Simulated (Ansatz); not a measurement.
## Al wire along [100], 24 atoms a period: bands along the axis

Aim: is the Al wire along [100], 24 atoms a period a metal or a semiconductor?

Calculated with Ansatz 0.2.0; DFT PBE, plane waves, PAW; relaxation of a wire's period; PAW set soft_1, in the first sound run; inputs show where later runs differ.

## (1) The structure

The cell holds 24 atoms: 24 Al. Cell: a = 16.900 Å, b = 16.900 Å, c = 4.040 Å, α = 90.0°, β = 90.0°, γ = 90.0°. Vacuum lies along a and b. The structure's axis is c.

## (2) The relaxed wire

Band widths follow the bond lengths, so the wire is relaxed first. The atoms and the third cell vector are free; the box across stays fixed as vacuum. A Fermi-Dirac smearing is set since the result may be a metal. The pressure printed is a third of the stress's trace over the whole box, vacuum included; only the stress along the axis is relaxed.

input.yaml reads:

```yaml
crystal:
  lattice:
    - [16.9, 0.0, 0.0]
    - [0.0, 16.9, 0.0]
    - [0.0, 0.0, 4.04]
  atoms:
    - { symbol: Al, position: [0.201183432, 0.440236686, 0.0] }
    - { symbol: Al, position: [0.320710059, 0.320710059, 0.0] }
    - { symbol: Al, position: [0.320710059, 0.559763314, 0.0] }
    - { symbol: Al, position: [0.440236686, 0.201183432, 0.0] }
    - { symbol: Al, position: [0.440236686, 0.440236686, 0.0] }
    - { symbol: Al, position: [0.440236686, 0.679289941, 0.0] }
    - { symbol: Al, position: [0.559763314, 0.320710059, 0.0] }
    - { symbol: Al, position: [0.559763314, 0.559763314, 0.0] }
    - { symbol: Al, position: [0.559763314, 0.798816568, 0.0] }
    - { symbol: Al, position: [0.679289941, 0.440236686, 0.0] }
    - { symbol: Al, position: [0.679289941, 0.679289941, 0.0] }
    - { symbol: Al, position: [0.798816568, 0.559763314, 0.0] }
    - { symbol: Al, position: [0.201183432, 0.559763314, 0.5] }
    - { symbol: Al, position: [0.320710059, 0.440236686, 0.5] }
    - { symbol: Al, position: [0.320710059, 0.679289941, 0.5] }
    - { symbol: Al, position: [0.440236686, 0.320710059, 0.5] }
    - { symbol: Al, position: [0.440236686, 0.559763314, 0.5] }
    - { symbol: Al, position: [0.440236686, 0.798816568, 0.5] }
    - { symbol: Al, position: [0.559763314, 0.201183432, 0.5] }
    - { symbol: Al, position: [0.559763314, 0.440236686, 0.5] }
    - { symbol: Al, position: [0.559763314, 0.679289941, 0.5] }
    - { symbol: Al, position: [0.679289941, 0.320710059, 0.5] }
    - { symbol: Al, position: [0.679289941, 0.559763314, 0.5] }
    - { symbol: Al, position: [0.798816568, 0.440236686, 0.5] }
kpoints:
  mp_grid: { grid: [1, 1, 20] }
scf:
  occupations: { method: fermi_dirac, width: 0.05 }
hamiltonian:
  xc: pbe
  pseudopotentials: { kind: paw, azcp: { folder: soft_1 } }
relax:
  cell: { fix: [a, b, alpha, beta, gamma] }
  max_steps: 45
  f_tol: 0.03
```

Command:

```
ansatz run input.yaml --threads 4 --pin off --max-ram 16384MiB --backend cpu --events-out ev --progress --plain --runs-dir out
```

Numbers of over 12 decimals in the logs are rounded to 6 here.

What it wrote:

```text
Engine: ansatz 0.2.0, x86_64-unknown-linux-gnu
Pseudopotentials: kind: paw
Pseudopotential: Al, paw, valence charge 3, recommended cutoff 420 eV (normal), soft_1/Al.paw.azcp
Functional definition: PBE
  parameter kappa = 0.804
  parameter beta = 0.066725
  exchange = pbe_x(kappa = kappa, mu = beta*pi^2/3)
  correlation = pbe_c(beta = beta)
Crystal: 24 atoms, lattice volume = 1153.864 Å³
Basis set: ecut = 420 eV, 22529 PW (Γ), exchange–correlation on 240×240×60 points (8 copies of the dense FFT grid, shifted against one another)
Bands: 60, of which v1, the nominal top of the filled ones, is band 36 counted from 1 (35 counted from 0)
Symmetry: 16 space group operations
Space group: P42/mcm (ITA 132), of the structure as read, at distance tolerance 1.0e-4 Å
k-points: 11 of 20
Non-local potential: Al, projectors of the file, l = 0: 2, l = 1: 2, l = 2: 1
PAW form: soft (Blöchl's): semilocal exchange-correlation on the pseudo side does not see the compensation charge
PAW one-centre angular grid: Al, 110 points (default); XC on 64 Gauss nodes
Initial density: superposition of atomic densities (neutral atoms: chi_scale 0, normalization atom)
Initial wavefunctions: pseudopotential atomic-orbital guess
Functional: x = pbe(κ = 0.804, μ = 0.219515), c = pbe(β = 0.066725)
SCF iter   1: F=—  HF=-12895.959211 eV  |F-HF|=—  |Δ(HF+E_count)|=         —  Δρ=1.92e-2  dr2=5.20e1  ethr=3.10e-3  ⟨swp⟩=8.5  Hψ=3766  notcnv=0  defer=40
preconditioner: auto → LDOS  [metal: Δε(μ)=0.064 eV  Ē_g=6.050 eV  σ=0.050 eV  W_gap=0.30  n_scr=86 (ndim 8)  ℏωp=9.3 eV  f_vac=0.401  D(μ)=10.23/eV (n_scr^D=36)  β→1.0]
SCF iter   2: F=—  HF=-12891.225129 eV  |F-HF|=—  |Δ(HF+E_count)|=    4.73e0  Δρ=1.14e-2  dr2=8.59e0  ethr=3.10e-3  ⟨swp⟩=4.3  Hψ=1687  notcnv=0  defer=110
SCF iter   3: F=—  HF=-12890.272510 eV  |F-HF|=—  |Δ(HF+E_count)|=   9.53e-1  Δρ=1.92e-3  dr2=1.63e-1  ethr=3.10e-3  ⟨swp⟩=4.0  Hψ=1583  notcnv=0  defer=109
SCF iter   4: F=—  HF=-12890.244500 eV  |F-HF|=—  |Δ(HF+E_count)|=   2.80e-2  Δρ=4.78e-4  dr2=4.09e-3  ethr=2.26e-4  ⟨swp⟩=3.0  Hψ=1158  notcnv=0  defer=101
SCF iter   5: F=—  HF=-12890.245251 eV  |F-HF|=—  |Δ(HF+E_count)|=   7.51e-4  Δρ=8.54e-5  dr2=1.04e-4  ethr=5.69e-6  ⟨swp⟩=2.2  Hψ=1009  notcnv=0  defer=101
SCF iter   6: F=—  HF=-12890.245329 eV  |F-HF|=—  |Δ(HF+E_count)|=   7.83e-5  Δρ=1.56e-5  dr2=4.76e-6  ethr=1.44e-7  ⟨swp⟩=2.4  Hψ=1000  notcnv=0  defer=101
SCF iter   7: F=—  HF=-12890.245253 eV  |F-HF|=—  |Δ(HF+E_count)|=   7.67e-5  Δρ=4.37e-6  dr2=5.15e-7  ethr=6.61e-9  ⟨swp⟩=2.1  Hψ=1074  notcnv=0  defer=101
SCF iter   8: F=-12890.245253 eV  HF=-12890.245253 eV  |F-HF|=2.78e-8  |Δ(HF+E_count)|=   7.87e-8  Δρ=1.06e-6  dr2=1.95e-8  ethr=1.39e-10  ⟨swp⟩=5.3  Hψ=2307  notcnv=0
SCF 1 converged in 8 iterations: F = -12890.245253 eV  dr2 = 1.95e-8
  greatest PAW one-centre occupation: 0.503 electrons in one spin orbital (limit 2), on the Al atom at site 23 (counted from 0), in its partial waves of l = 0
relax step   1: F+E_penalty+E_count = -12890.24525270 eV  Δ(F+E_penalty+E_count) = +0.000e0 eV  max|allowed force component| = 2.518e-1 eV/Å  Δτ_max = 0.0000 Å  P = -1.116 GPa  Ω = 1153.864 Å³  fix = [a, b, alpha, beta, gamma]  reactions: a -0.895, b -0.895 GPa  (8 SCF iters, dr2 threshold 1.00e-7 eV, accepted)
Crystal: 24 atoms, lattice volume = 1119.521 Å³
Basis set: ecut = 420 eV, 21953 PW (Γ), exchange–correlation on 240×240×60 points (8 copies of the dense FFT grid, shifted against one another)
Initial density: handed on by an earlier stage of this run
Initial wavefunctions: those handed on with the density
iter 1 solved again at ethr=1.36e-3 eV; its pass at ethr=3.10e-3 eV (dr2=9.80e-1 eV) is discarded
SCF iter   1: F=—  HF=-12890.636739 eV  |F-HF|=—  |Δ(HF+E_count)|=         —  Δρ=2.73e-3  dr2=1.04e0  ethr=1.36e-3  ⟨swp⟩=3.9  Hψ=3159  notcnv=0
preconditioner: auto → LDOS  [metal: Δε(μ)=0.109 eV  Ē_g=5.963 eV  σ=0.050 eV  W_gap=0.42  n_scr=86 (ndim 8)  ℏωp=9.4 eV  f_vac=0.444  D(μ)=10.43/eV (n_scr^D=36)  β→1.0]
SCF iter   2: F=—  HF=-12890.532961 eV  |F-HF|=—  |Δ(HF+E_count)|=   1.04e-1  Δρ=1.70e-3  dr2=1.41e-1  ethr=1.36e-3  ⟨swp⟩=3.1  Hψ=1209  notcnv=0  defer=1
SCF iter   3: F=—  HF=-12890.516001 eV  |F-HF|=—  |Δ(HF+E_count)|=   1.70e-2  Δρ=3.05e-4  dr2=7.99e-3  ethr=1.96e-4  ⟨swp⟩=2.7  Hψ=1272  notcnv=0  defer=43
SCF iter   4: F=—  HF=-12890.515154 eV  |F-HF|=—  |Δ(HF+E_count)|=   8.47e-4  Δρ=6.35e-5  dr2=2.43e-4  ethr=1.11e-5  ⟨swp⟩=2.2  Hψ=1014  notcnv=0  defer=44
SCF iter   5: F=—  HF=-12890.515084 eV  |F-HF|=—  |Δ(HF+E_count)|=   6.99e-5  Δρ=1.75e-5  dr2=9.49e-6  ethr=3.38e-7  ⟨swp⟩=2.6  Hψ=988  notcnv=0  defer=44
SCF iter   6: F=-12890.515087 eV  HF=-12890.515087 eV  |F-HF|=4.25e-8  |Δ(HF+E_count)|=   2.94e-6  Δρ=3.15e-6  dr2=3.47e-7  ethr=3.33e-9  ⟨swp⟩=5.1  Hψ=2269  notcnv=0
SCF 2 converged in 6 iterations: F = -12890.515087 eV  dr2 = 3.47e-7
  greatest PAW one-centre occupation: 0.499 electrons in one spin orbital (limit 2), on the Al atom at site 23 (counted from 0), in its partial waves of l = 0
relax step   2: F+E_penalty+E_count = -12890.51508661 eV  Δ(F+E_penalty+E_count) = -2.698e-1 eV  max|allowed force component| = 1.037e-1 eV/Å  Δτ_max = 0.0923 Å  P = +0.324 GPa  Ω = 1119.521 Å³  energy of the carried Pulay correction = +2.613e-3 eV  fix = [a, b, alpha, beta, gamma]  reactions: a +0.257, b +0.257 GPa  (6 SCF iters, dr2 threshold 2.40e-6 eV, accepted)
Crystal: 24 atoms, lattice volume = 1127.626 Å³
Basis set: ecut = 420 eV, 22089 PW (Γ), exchange–correlation on 240×240×60 points (8 copies of the dense FFT grid, shifted against one another)
iter 1 solved again at ethr=1.98e-4 eV; its pass at ethr=3.10e-3 eV (dr2=1.42e-1 eV) is discarded
SCF iter   1: F=—  HF=-12890.552863 eV  |F-HF|=—  |Δ(HF+E_count)|=         —  Δρ=8.42e-4  dr2=1.46e-1  ethr=1.98e-4  ⟨swp⟩=4.2  Hψ=2398  notcnv=0  defer=3
preconditioner: auto → LDOS  [metal: Δε(μ)=0.032 eV  Ē_g=5.862 eV  σ=0.050 eV  W_gap=0.16  n_scr=86 (ndim 8)  ℏωp=9.4 eV  f_vac=0.442  D(μ)=9.73/eV (n_scr^D=36)  β→1.0]
SCF iter   2: F=—  HF=-12890.540935 eV  |F-HF|=—  |Δ(HF+E_count)|=   1.19e-2  Δρ=3.64e-4  dr2=9.51e-3  ethr=1.98e-4  ⟨swp⟩=2.8  Hψ=928  notcnv=0  defer=1
SCF iter   3: F=—  HF=-12890.540105 eV  |F-HF|=—  |Δ(HF+E_count)|=   8.30e-4  Δρ=1.33e-4  dr2=1.35e-3  ethr=1.32e-5  ⟨swp⟩=2.7  Hψ=1264  notcnv=0
SCF iter   4: F=—  HF=-12890.539977 eV  |F-HF|=—  |Δ(HF+E_count)|=   1.28e-4  Δρ=2.39e-5  dr2=4.87e-5  ethr=1.87e-6  ⟨swp⟩=2.5  Hψ=924  notcnv=0
SCF iter   5: F=—  HF=-12890.540075 eV  |F-HF|=—  |Δ(HF+E_count)|=   9.84e-5  Δρ=5.88e-6  dr2=8.35e-7  ethr=6.77e-8  ⟨swp⟩=2.5  Hψ=1014  notcnv=0
SCF iter   6: F=-12890.540076 eV  HF=-12890.540076 eV  |F-HF|=2.10e-8  |Δ(HF+E_count)|=   7.67e-7  Δρ=9.89e-7  dr2=1.93e-8  ethr=9.34e-10  ⟨swp⟩=5.5  Hψ=2089  notcnv=0
SCF 3 converged in 6 iterations: F = -12890.540076 eV  dr2 = 1.93e-8
  greatest PAW one-centre occupation: 0.498 electrons in one spin orbital (limit 2), on the Al atom at site 8 (counted from 0), in its partial waves of l = 0
relax step   3: F+E_penalty+E_count = -12890.54007586 eV  Δ(F+E_penalty+E_count) = -2.499e-2 eV  max|allowed force component| = 2.622e-2 eV/Å  Δτ_max = 0.0261 Å  P = -0.038 GPa  Ω = 1127.626 Å³  energy of the carried Pulay correction = +1.989e-3 eV  fix = [a, b, alpha, beta, gamma]  reactions: a -0.064, b -0.064 GPa  (6 SCF iters, dr2 threshold 6.73e-7 eV, accepted)
Basis set: ecut = 420 eV, 22089 PW (Γ), exchange–correlation on 240×240×54 points (8 copies of the dense FFT grid, shifted against one another)
Initial wavefunctions: pseudopotential atomic-orbital guess (no wavefunctions were taken with the density)
iter 1 solved again at ethr=7.03e-7 eV; its pass at ethr=3.10e-3 eV (dr2=5.06e-4 eV) is discarded
SCF iter   1: F=—  HF=-12890.538318 eV  |F-HF|=—  |Δ(HF+E_count)|=         —  Δρ=9.40e-6  dr2=1.41e-7  ethr=7.03e-7  ⟨swp⟩=5.6  Hψ=6074  notcnv=0  defer=1
eigensolver tolerance schedule: the retry pair's looser diagonalisation over-reported the residual by 3587.41 of it (diagonalisation noise at 4.36 of the residual, at the tolerance the schedule requests for it); recorded, not acted on — ethr = c·dr2/N_el stays at c = 1.0e-1
preconditioner: auto → LDOS  [metal: Δε(μ)=0.061 eV  Ē_g=5.871 eV  σ=0.050 eV  W_gap=0.27  n_scr=86 (ndim 8)  ℏωp=9.4 eV  f_vac=0.442  D(μ)=9.86/eV (n_scr^D=36)  β→1.0]
SCF iter   2: F=—  HF=-12890.538432 eV  |F-HF|=—  |Δ(HF+E_count)|=   1.14e-4  Δρ=1.32e-6  dr2=1.31e-7  ethr=1.96e-10  ⟨swp⟩=4.2  Hψ=1770  notcnv=0
SCF iter   3: F=—  HF=-12890.538432 eV  |F-HF|=—  |Δ(HF+E_count)|=   8.65e-9  Δρ=4.39e-7  dr2=2.74e-9  ethr=1.82e-10  ⟨swp⟩=2.0  Hψ=725  notcnv=0
SCF iter   4: F=—  HF=-12890.538432 eV  |F-HF|=—  |Δ(HF+E_count)|=   4.34e-9  Δρ=1.09e-7  dr2=4.26e-10  ethr=3.81e-12  ⟨swp⟩=2.8  Hψ=1205  notcnv=0
SCF iter   5: F=-12890.538432 eV  HF=-12890.538432 eV  |F-HF|=3.27e-11  |Δ(HF+E_count)|=  1.35e-10  Δρ=2.70e-8  dr2=1.60e-11  ethr=1.00e-12  ⟨swp⟩=4.7  Hψ=1967  notcnv=0
SCF 4 converged in 5 iterations: F = -12890.538432 eV  dr2 = 1.60e-11
  greatest PAW one-centre occupation: 0.498 electrons in one spin orbital (limit 2), on the Al atom at site 23 (counted from 0), in its partial waves of l = 0
relax step   4: F+E_penalty+E_count = -12890.53843221 eV  Δ(F+E_penalty+E_count) = +1.644e-3 eV  max|allowed force component| = 2.619e-2 eV/Å  Δτ_max = 0.0000 Å  P = -0.041 GPa  Ω = 1127.626 Å³  fix = [a, b, alpha, beta, gamma]  reactions: a -0.065, b -0.065 GPa  stress off target by 8.44e-3 GPa on what of the cell is left free  SCF on the basis re-selected at this cell (its energy is not comparable with the rows above)  (5 SCF iters)
basis re-selected at this cell: Δ(F+E_penalty+E_count) = +1.644e-3 eV, ΔP = -0.002 GPa vs the last step (what re-selecting the basis moved, of the pressure what is left beyond the Pulay correction that the steps carried, after the strain that the cell walked since its last selection, with what the two solves' SCF thresholds leave and, on support functions, any second-order correction that the steps lacked; it is no measure of the basis error at this ecutwfc). The dense FFT grid was sized anew with the basis: this SCF ran on 120×120×27 points, the steps before it on 120×120×30, so part of this shift can come from that change (see relax.cell in the input reference). [rest of the remark cut]
SCF converged after 5 iterations
Free energy (F): -12890.538432 eV
Harris-Foulkes:  -12890.538432 eV  (|F-HF|=3.27e-11)
Internal energy: -12890.455556 eV  (E = F + TS)
E sigma→0 (E₀):  -12890.496994 eV
Entropy (-TS):   -0.082876 eV (-3.453 meV/atom)
Fermi energy:    0.139698 eV
--- Per-component energies (eV) ---
  E_band       = -274.519691
  E_kinetic    = 508.868771
  E_local      = -7958.596718  (includes V_loc(G=0)·N_el)
  E_nonlocal   = 247.327001
  E_hartree    = 3841.751651
  E_xc         = -883.329668
  E_vxc        = -671.044232  (∫ρ·V_xc dr)
  E_paw        = -11266.175935  (= ΣΔE_a)
  E_vpaw       = -84.577543  (= ΣTr[D̂ρ^β])
  E_aug_tail   = -0.000057  (compensation charges beyond the density's cutoff)
  E_ewald      = 2619.699398
  E_smearing   = -0.082876  (= −TS)
  E_closure    = 0.000000  (closes the sum)
  Σ components = -12890.538432   (vs F -12890.538432, Δ=0.00e0)
--- Forces (eV/Å), atoms counted from 1 ---
  atom   1  Al    -0.00683929     0.02619180     0.00000000
  atom   2  Al     0.01862731     0.01862731     0.00000000
  atom   3  Al     0.01104188     0.02099508     0.00000000
  atom   4  Al     0.02619180    -0.00683929     0.00000000
  atom   5  Al     0.00349251     0.00349251     0.00000000
  atom   6  Al    -0.02099508    -0.01104188     0.00000000
  atom   7  Al     0.02099508     0.01104188     0.00000000
  atom   8  Al    -0.00349251    -0.00349251     0.00000000
  atom   9  Al    -0.02619180     0.00683929     0.00000000
  atom  10  Al    -0.01104188    -0.02099508     0.00000000
  atom  11  Al    -0.01862731    -0.01862731     0.00000000
  atom  12  Al     0.00683929    -0.02619180     0.00000000
  atom  13  Al    -0.00683929    -0.02619180     0.00000000
  atom  14  Al     0.01104188    -0.02099508     0.00000000
  atom  15  Al     0.01862731    -0.01862731     0.00000000
  atom  16  Al    -0.02099508     0.01104188     0.00000000
  atom  17  Al     0.00349251    -0.00349251     0.00000000
  atom  18  Al     0.02619180     0.00683929     0.00000000
  atom  19  Al    -0.02619180    -0.00683929     0.00000000
  atom  20  Al    -0.00349251     0.00349251     0.00000000
  atom  21  Al     0.02099508    -0.01104188     0.00000000
  atom  22  Al    -0.01862731     0.01862731     0.00000000
  atom  23  Al    -0.01104188     0.02099508     0.00000000
  atom  24  Al     0.00683929     0.02619180     0.00000000
  max |Σ_I F_I| component: 2.78e-17 eV/Å
--- Stress (GPa, compression-positive) ---
       -0.065319       0.000000       0.000000
        0.000000      -0.065319       0.000000
        0.000000       0.000000       0.008444
  P = ⅓ Tr σ = -0.0407 GPa (-0.407 kbar)
--- Relaxed structure (3 steps of the walk, 3 accepted, 1 SCFs on fresh bases) ---
  F+E_penalty+E_count = -12890.53843221 eV   max|allowed force component| = 2.619e-2 eV/Å   (the final SCF, on the basis selected at the relaxed cell)
  cell:  # Å, volume = 1127.6258 Å³
    - [16.9, 0.0, 0.0]
    - [0.0, 16.9, 0.0]
    - [0.0, 0.0, 3.948131]
  atoms:
    - { symbol: Al, position: [0.204915, 0.443523, 0.0] }
    - { symbol: Al, position: [0.322790, 0.322790, 0.0] }
    - { symbol: Al, position: [0.322527, 0.561218, 0.0] }
    - { symbol: Al, position: [0.443523, 0.204915, 0.0] }
    - { symbol: Al, position: [0.440719, 0.440719, 0.0] }
    - { symbol: Al, position: [0.438782, 0.677473, 0.0] }
    - { symbol: Al, position: [0.561218, 0.322527, 0.0] }
    - { symbol: Al, position: [0.559281, 0.559281, 0.0] }
    - { symbol: Al, position: [0.556477, 0.795085, 0.0] }
    - { symbol: Al, position: [0.677473, 0.438782, 0.0] }
    - { symbol: Al, position: [0.677210, 0.677210, 0.0] }
    - { symbol: Al, position: [0.795085, 0.556477, 0.0] }
    - { symbol: Al, position: [0.204915, 0.556477, 0.5] }
    - { symbol: Al, position: [0.322527, 0.438782, 0.5] }
    - { symbol: Al, position: [0.322790, 0.677210, 0.5] }
    - { symbol: Al, position: [0.438782, 0.322527, 0.5] }
    - { symbol: Al, position: [0.440719, 0.559281, 0.5] }
    - { symbol: Al, position: [0.443523, 0.795085, 0.5] }
    - { symbol: Al, position: [0.556477, 0.204915, 0.5] }
    - { symbol: Al, position: [0.559281, 0.440719, 0.5] }
    - { symbol: Al, position: [0.561218, 0.677473, 0.5] }
    - { symbol: Al, position: [0.677210, 0.322790, 0.5] }
    - { symbol: Al, position: [0.677473, 0.561218, 0.5] }
    - { symbol: Al, position: [0.795085, 0.443523, 0.5] }
```

It took 48 s on 4 threads of Intel Xeon Platinum 8488C (Sapphire Rapids), shared host; peak memory 2.5 GiB.

(Part 1 of 2 ends here.)

[Logs are printed without paths, hosts, clocks, repeated set-up lines and the standing remarks that a program may print on its own settings, such as how far it seeks lower states.]

[Hosts, paths, dates, database ids (printed as entryN), source tags and the programs' standing remarks are cut or masked in the printed files.]
